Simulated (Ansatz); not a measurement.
# HfN (F-43m): phonons and vibrational spectra, part 2 of 2

Aim: the phonons of HfN (F-43m) at a cell relaxed beforehand at this level. After the zone centre comes a 4×4×4 q mesh on a 16×16×16 k mesh.

Ansatz 0.2.0; DFT PBEsol, scalar-relativistic, plane waves, PAW.

So far. Step 2 (Zone-centre response): Before it was imposed, the acoustic sum rule was missed by 2.2e-5 eV/Å². Small misses are needed for a sound result but don't prove that mesh and cutoff are converged. The lowest optical mode is real, 524 cm⁻¹.

## Step 3: Response at finite wavevector

Stability and thermal properties need the whole zone. Linear response on a 4×4×4 q mesh gives force constants as far as a supercell of that size would.

Input file input.yaml:

```yaml
crystal:
  lattice:
    - [0.0, 2.4333767295, 2.4333767295]
    - [2.4333767295, 0.0, 2.4333767295]
    - [2.4333767295, 2.4333767295, 0.0]
  atoms:
    - { symbol: Hf, position: [0.0, 0.0, 0.0] }
    - { symbol: "N", position: [0.75, 0.75, 0.75] }
kpoints:
  mp_grid: { grid: [16, 16, 16] }
hamiltonian:
  xc: pbesol
scf:
  occupations: { method: methfessel_paxton, width: 0.15 }
output:
  eigenvalues: true
phonons:
  method: dfpt
  qmesh: [4, 4, 4]
  temperatures: { t_max: 1000, t_step: 50 }
  qpath:
    path:
      - [[0.0, 0.0, 0.0], [-0.5, -0.5, 0.0], [-0.375, -0.375, 0.25]]
      - [[-0.375, 0.0, 0.375], [0.0, 0.0, 0.0], [0.0, 0.0, 0.5], [-0.5, -0.25, 0.25], [-0.5, -0.5, 0.0]]
    npoints: 10
```

Started as:

```
> ansatz run input.yaml --threads 4 --pin off --max-ram 7168MiB --backend cpu --events-out ev --progress --plain --runs-dir out
```

Numbers of over 12 decimals in the logs are rounded to 6 here.

Log:

```text
[...]
Crystal: 2 atoms, lattice volume = 28.818 Å³
Basis set: ecut = 420 eV, 537 PW (Γ), exchange–correlation on 48×48×48 points (8 copies of the dense FFT grid, shifted against one another)
Bands: 20, of which v1, the nominal top of the filled ones, is band 16 counted from 1 (15 counted from 0)
Symmetry: 24 space group operations
k-points: 145 of 4096 (time reversal used)
[...]
SCF iter   1: F=—  HF=-15979.591002 eV  |F-HF|=—  |Δ(HF+E_count)|=         —  Δρ=1.66e-2  dr2=8.41e-2  ethr=1.77e-3  ⟨swp⟩=4.3  Hψ=11227  notcnv=0
[...]
SCF iter   9: F=-15979.571371 eV  HF=-15979.571371 eV  |F-HF|=0.00e0  |Δ(HF+E_count)|=  1.09e-11  S|Δr|=    0.00e0  Δρ=3.10e-8  dr2=1.78e-13  ethr=1.00e-12  ⟨swp⟩=6.5  Hψ=13342  notcnv=0
SCF 1 converged in 9 iterations: F = -15979.571371 eV  dr2 = 1.78e-13
[...]
phonons: the bands overlap, so this run is a metal and interpolates without the dipole-dipole term. If the crystal is really an insulator or semiconductor, its LO-TO splitting is missing
NSCF: frozen V_eff on 145 k-points
[...]
DFPT response loops at q = (0, 0, 0) (fractional): preconditioner auto → Kerker (q_TF=auto, 2.762 Å⁻¹) (partly filled bands, converged f_vac=0.009); β = 1.00, the filter's whole step (`scf.mixing.beta` (0.50) is not read by the response loops under this deck's `scf.mixing.preconditioner`; to damp them name `kerker` or `kerker_dos`, under which they read `scf.mixing.beta`, and type it under 1.00, their step now; both keys bind the ground state too); Broyden in place of MSR1
[...]
phonons.qmesh, q = [0.0000, 0.2500, -0.5000]: its response loops start from zero, take more passes and end by a threshold: the memory limit or budget leaves too little room for the subspace of the ground state's own states beside the solves, or none could be made (phonons.method)
[...]
SCF converged after 9 iterations
[...]
Free energy (F): -15979.571371 eV
[...]
Internal energy: -15979.572018 eV  (E = F + TS)
E sigma→0 (E₀):  -15979.571532 eV
Entropy (-TS):   0.000647 eV (0.324 meV/atom)
Fermi energy:    18.194681 eV
[...]
--- Band table (eV; the first three rows and the last of 145) ---
  k-point 0: bands = [... 12 lower, 12.6252, 12.6252, 12.6252, 17.5887, 20.4499, 20.4499, 24.9536, 24.9536]
  k-point 1: bands = [... 12 lower, 12.5318, 12.6560, 12.6560, 17.8074, 20.3768, 20.3768, 24.8402, 25.0603]
  k-point 2: bands = [... 12 lower, 12.3199, 12.7415, 12.7415, 18.3773, 20.2126, 20.2126, 24.5564, 25.2930]
  k-point 144: bands = [... 12 lower, 12.4191, 13.0512, 14.6112, 16.8741, 19.5964, 21.8830, 23.4017, 24.9722]
--- Phonons (Γ-DFPT): 2 representative perturbations + reference (Σ response iterations 6) ---
  ASR residual: 2.273e-5 → 0.000e0 eV/Å²; symmetrization residual: 9.672e-7 eV/Å²
  ASR residual per site (eV/Å²): 2.14e-5 2.27e-5
  Γ frequencies (cm⁻¹): 0.00 0.00 0.00 523.74 523.74 523.74
--- Phonons (arbitrary-q DFPT): 8 irreducible q on the 4×4×4 mesh ---
  q = [0.0000, 0.0000, 0.0000] (star 1, of the zone-centre solve; hermiticity 1.48e-7, symmetrization 1.39e-12): -0.00 -0.00 0.00 523.74 523.74 523.74
  q = [0.0000, 0.0000, 0.2500] (star 8, 2 solved perturbations on 2176 of 4096 k-point pairs; hermiticity 3.40e-8, symmetrization 6.60e-13): 71.46 71.46 136.54 498.52 513.65 513.65
[...]
q = [0.0000, 0.2500, 0.2500] (star 6, 4 solved perturbations in 3616 linear systems a pass and spin channel, the states on 1160 of 4096 k-point pairs; hermiticity 1.67e-7, symmetrization 4.25e-13): 87.73 87.73 136.69 508.56 508.56 510.69
[...]
sum rule: each row above includes the acoustic sum rule's correction from the zone centre's row sums; it moved no ω² by more than (0.66 cm⁻¹)²
  mesh force constants: q→R imaginary residual 5.13e-18; ASR residual 2.273e-5 → 0.000e0 eV/Å²; symmetrization residual 8.882e-15 eV/Å²
  interpolated dispersion: 62 rows × 6 modes
  density of states and harmonic sums: on the 24×24×24 q-mesh, interpolated from the force constants of a 4×4×4 supercell (no non-analytic term)
  largest difference from the sums on the solved wave vectors: F 1.23e-2 eV, S 1.63e-5 and C_V 4.03e-6 eV/K
  zero-point energy: 0.119513 eV/cell   skipped modes (ω ≤ 0): 3   left out of the sums: 3.62e-5 of the cell's modes: C_V's classical limit lies that fraction below 3 k_B per atom; for a crystal, a wire or a layer, F and S can be off by more, and a phonons.interpolated_qmesh denser along its periods is the remedy for the sampling
```

Run time: 12 min. Hardware: 4 threads of Arm Neoverse V2, shared host; peak memory 4.3 GiB; 48 min of CPU time.

This step gave:

- sum-rule residual before enforcement: 2.27e-5 eV/Å²
- lowest frequency on the path: 0 cm⁻¹
- highest frequency on the path or at a solved wavevector: 613.7 cm⁻¹
- mean frequency: 321.3 cm⁻¹
- Debye temperature (second moment): 708 K
- logarithmic mean frequency: 242.2 cm⁻¹
- lowest mode on the q mesh (acoustic modes at Γ apart): 71.46 cm⁻¹
- zero-point energy per atom: 59.76 meV
- heat capacity at 300 K: 19.67 J/(mol atoms K)
- vibrational entropy at 300 K: 24.23 J/(mol atoms K)
- edges of the widest gap between branches, on path and mesh: 196.9, 493.8 cm⁻¹

Frequencies (cm⁻¹) solved at each irreducible wavevector; negative means imaginary. Frequencies by wavevector, by row:

```
q in reciprocal lattice units  star  mode 1  mode 2  mode 3  mode 4  mode 5  mode 6
                        0 0 0     1       0       0       0   523.7   523.7   523.7
                     0 0 0.25     8    71.5    71.5   136.5   498.5   513.6   513.6
                     0 0 -0.5     4    98.2    98.2   175.9   512.2   512.2   530.1
                  0 0.25 0.25     6    87.7    87.7   136.7   508.6   508.6   510.7
                  0 0.25 -0.5    24    90.5   110.5   185.4   505.9   513.3   559.8
                 0 0.25 -0.25    12    79.2    97.2   180.9   514.2   519.7   532.2
                  0 -0.5 -0.5     3   121.6   121.6   177.6   504.5   504.5   613.7
              0.25 -0.5 -0.25     6    77.6     136   196.9   503.2   523.8   588.8
```

Interpolated from a 4×4×4 q mesh. The phonon branches at the labelled points (cm⁻¹):

```
    point  branch 1  branch 2  branch 3  branch 4  branch 5  branch 6
        Γ         0         0         0       524       524       524
  halfway        88        88       137       509       509       511
        X       122       122       178       504       504       614
  halfway       114       121       184       504       507       607
        U        98       118       194       506       517       586
jump to K        98       118       194       506       517       586
  halfway        80        81       154       497       514       524
        Γ         0         0         0       524       524       524
  halfway        72        72       136       498       514       514
        L        98        98       176       512       512       530
  halfway        81       112       191       507       522       551
        W        78       136       197       503       524       589
  halfway       100       129       188       503       512       602
        X       122       122       178       504       504       614
```

The phonon branches as a text plot (rows in cm⁻¹):

```
    601 |           ******                                *******
    575 |         **      **                            **
    550 |        *          *                       ****
    524 |****** *        *************************************
    499 |   ****************   ******     *****    **************
    473 |
    447 |
    422 |
    396 |
    371 |
    345 |
    320 |
    294 |
    268 |
    243 |
    217 |
    192 |              ********                    *************
    166 |        ******        **             *****             *
    141 |      **                *          **           *****
    115 |    **  ************     **       *        *****     ***
     89 |   *  **        ********         *  *****************
     64 |  ****                  ****    * **
     38 | **                        **  ***
     13 |**                          ****
         Γ           X  U|K            Γ         L        W     X
```

The phonon density of states has structure finer than the step of the table below, so its rows give means over 20 cm⁻¹, whole bins alone (the curve runs from 2.5 to 612 cm⁻¹). Peaks (cm⁻¹: height): 82.5: 0.0655, 192.5: 0.0345, 512.5: 0.107.

Tetrahedra on a 24×24×24 mesh, mean over bins of 5 cm-1. Interpolated from a 4×4×4 q mesh. Table of phonon density of states by wavenumber; means over each step:

wavenumber (cm⁻¹), phonon density of states (1/cm⁻¹/cell) and a bar:
```
       20      0.000 
       40      0.002 #
       60      0.005 ##
       80      0.041 ###################
      100      0.032 ##############
      120      0.022 ##########
      140      0.006 ###
      160      0.009 ####
      180      0.023 ##########
      200      0.011 #####
      220      0.000 
      240      0.000 
      260      0.000 
      280      0.000 
      300      0.000 
      320      0.000 
      340      0.000 
      360      0.000 
      380      0.000 
      400      0.000 
      420      0.000 
      440      0.000 
      460      0.000 
      480      0.000 
      500      0.049 ######################
      520      0.066 ##############################
      540      0.014 ######
      560      0.009 ####
      580      0.008 ####
      600      0.004 ##
```

The partial phonon density of states has structure finer than the step of the table below, so its rows give means over 25 cm⁻¹, whole bins alone (the curve runs from -10 to 641 cm⁻¹). Peaks (cm⁻¹: height): Hf 84.2: 0.0510, 190.6: 0.0277; N 510.0: 0.0912.

Phonopy on the run's constants, 21x21x21 mesh, Gaussian sigma 4.7 cm-1. Interpolated from a 4×4×4 q mesh. Partial phonon density of states against wavenumber; means over each step; values in 1/cm⁻¹/cell:

```
wavenumber (cm⁻¹)       Hf        N
               25   5.9e-4   4.5e-5
               50  0.00290   2.0e-4
               75   0.0284  0.00148
              100   0.0317  0.00153
              125   0.0162   6.6e-4
              150  0.00606   1.0e-4
              175   0.0180   1.7e-4
              200   0.0118   4.6e-5
              225   2.2e-6        0
              250        0        0
              275        0        0
              300        0        0
              325        0        0
              350        0        0
              375        0        0
              400        0        0
              425        0        0
              450        0        0
              475   4.2e-6   1.4e-4
              500  0.00211   0.0467
              525  0.00199   0.0469
              550   1.1e-4   0.0103
              575   2.0e-5  0.00797
              600   9.4e-7  0.00377
              625        0   1.4e-4
```

Second derivatives of the energy by pair, one row for each kind of neighbour of each atom listed. Each entry sums the pair over the periodic images of the supercell that the q mesh stands for, and in a polar crystal it holds the long-range dipole part too. Force constants by pair, by row:

```
atom  neighbour  distance (Å)  third of the trace (eV/Å²)  along the pair's line (eV/Å²)
 Hf1     itself             0                       16.44                              –
 Hf1          N         2.107                      -2.488                         -7.269
 Hf1         Hf         3.441                      -0.357                         -1.134
 Hf1          N         4.035                     -0.1916                        -0.5029
 Hf1         Hf         4.867                     -0.0363                         0.1317
 Hf1          N         5.303                     -0.0477                        -0.2335
 Hf1         Hf         5.961                      0.0362                         0.1546
 Hf1          N         6.322                      0.0279                         -0.057
 Hf1          N         6.322                     2.00e-4                        -0.0336
  N2     itself             0                       13.66                              –
  N2         Hf         2.107                      -2.488                         -7.269
  N2          N         3.441                     -0.1611                        -0.5031
  N2         Hf         4.035                     -0.1916                        -0.5029
  N2          N         4.867                      0.0763                         0.2248
  N2         Hf         5.303                     -0.0477                        -0.2335
  N2          N         5.961                      0.0312                         0.1074
  N2         Hf         6.322                      0.0279                         -0.057
  N2         Hf         6.322                     2.00e-4                        -0.0336
```

Harmonic thermodynamic functions per atom, from the density of states. Interpolated from a 4×4×4 q mesh. Thermodynamic functions, by row:

```
T (K)  F_vib (meV/atom)  S (J/mol-atom/K)  C_V (J/mol-atom/K)
    0             59.76                 0                   0
   50             59.37              2.66               5.514
  100             56.56             8.097               10.09
  200             43.39             16.98               15.96
  300             21.92             24.23               19.67
  400             -6.38             30.18               21.62
  500             -40.3             35.13               22.69
  600            -78.94             39.33               23.33
  700            -121.6             42.96               23.74
  800            -167.8             46.15               24.01
  900            -217.2             48.99                24.2
 1000            -269.3             51.54               24.34
```

Harmonic mean-square displacement, third of the trace. Interpolated from a 4×4×4 q mesh. Mean square displacements, by row:

```
T (K)  Hf1 U_eq (Å²)  N2 U_eq (Å²)
    0        8.70e-4        0.0027
  100        0.00153       0.00315
  300        0.00402       0.00515
  600        0.00793       0.00901
```

Symmetry leaves 8 wavevectors to solve. The lowest mode among them, the acoustic zeros apart, lies at q = (0, 0, 0.25) and is real, 71.5 cm⁻¹.

## Step 4: Isotope substitution, element Hf, natural mass 178.486 amu

An isotope changes the mass and not the force constants, so no new electronic calculation is needed; the shifts show which modes move this element.

The same force constants with the mass of Hf changed from 178.486 to 173.940 u (phonopy, no LO-TO term). Both lists are sorted by frequency; levels can cross, so a row need not hold one and the same mode. Modes under 3 cm⁻¹ are left out. Isotope shifts, by row:

```
          q  rank  natural mass (cm⁻¹)  changed mass (cm⁻¹)
      0 0 0     4                523.7                524.2
      0 0 0     5                523.7                524.2
      0 0 0     6                523.7                524.2
   0 0 0.25     1                71.46                72.33
   0 0 0.25     2                71.46                72.33
   0 0 0.25     3                136.5                138.3
   0 0 0.25     4                498.5                498.7
   0 0 0.25     5                513.6                  514
   0 0 0.25     6                513.6                  514
   0 0 -0.5     1                98.21                99.43
   0 0 -0.5     2                98.21                99.43
   0 0 -0.5     3                175.9                178.1
   0 0 -0.5     4                512.2                512.5
   0 0 -0.5     5                512.2                512.5
   0 0 -0.5     6                530.1                530.3
0 0.25 0.25     1                87.73                 88.8
0 0.25 0.25     2                87.73                 88.8
0 0.25 0.25     3                136.7                138.4
0 0.25 0.25     4                508.6                508.9
0 0.25 0.25     5                508.6                508.9
0 0.25 0.25     6                510.7                510.8
```

A mode of this element alone would shift by +1.30 %. The highest zone-centre frequency without the field goes from 523.7 to 524.2 cm⁻¹ (+0.1 %). The product of the frequency ratios over all optical modes at Γ is 1.003; the product rule, (m/m′)^(3k/2) (M′/M)^(3/2) with k = 1 such atoms and M the mass of the cell, gives 1.003.

## Step 5: Isotope substitution, element N, natural mass 14.007 amu

The same for N, from 14.01 to 15.00 u.

A mode of this element alone would shift by -3.37 %. The highest zone-centre frequency without the field goes from 523.7 to 507.4 cm⁻¹ (-3.1 %). The product of the frequency ratios over all optical modes at Γ is 0.909; the product rule, (m/m′)^(3k/2) (M′/M)^(3/2) with k = 1 such atoms and M the mass of the cell, gives 0.909.

## Step 6: What came out

```json
{
  "space group (within 0.01 Å)": "F-43m",
  "volume per atom": "14.4 Å³",
  "electronic character": "no gap on this mesh",
  "highest optical mode at the zone centre (no LO-TO term)": "524 cm⁻¹",
  "lowest optical zone-centre mode": "524 cm⁻¹",
  "lowest mode on the q mesh (acoustic modes at Γ apart)": "71.5 cm⁻¹",
  "highest frequency on the path or at a solved wavevector": "614 cm⁻¹",
  "zero-point energy per atom": "59.8 meV",
  "heat capacity at 300 K": "19.7 J/(mol atoms K)",
  "vibrational entropy at 300 K": "24.2 J/(mol atoms K)",
  "Debye temperature (second moment)": "708 K",
  "imaginary modes on the 4×4×4 q mesh": "none"
}
```

The structure is a minimum as far as tested: no mode is imaginary at the 8 irreducible wavevectors of the 4×4×4 mesh, and the softest away from the acoustic zeros lies at 71 cm⁻¹. The optical modes at Γ form one degenerate level at 524 cm⁻¹. The highest mode in this list at Γ, 523.7 cm⁻¹, is mostly motion of N (93 % of the kinetic energy). On the path and the mesh, the widest gap between branches runs from 197 to 494 cm⁻¹. With no gap, or one that is small against the smearing, the frequencies hang on the k mesh and the smearing, most of all near Kohn anomalies. The phonon runs are without spin polarisation, although the cell has an odd electron count. Spin-orbit coupling is left out, which can matter for the heavy elements here. These are harmonic frequencies at zero temperature: anharmonic shifts, linewidths and thermal expansion are left out.

[Logs are printed without paths, hosts, clocks, repeated set-up lines and the standing remarks that a program may print on its own settings, such as how far it seeks lower states.]

[Hosts, paths, dates, database ids (printed as entryN), source tags and the programs' standing remarks are cut or masked in the printed files.]
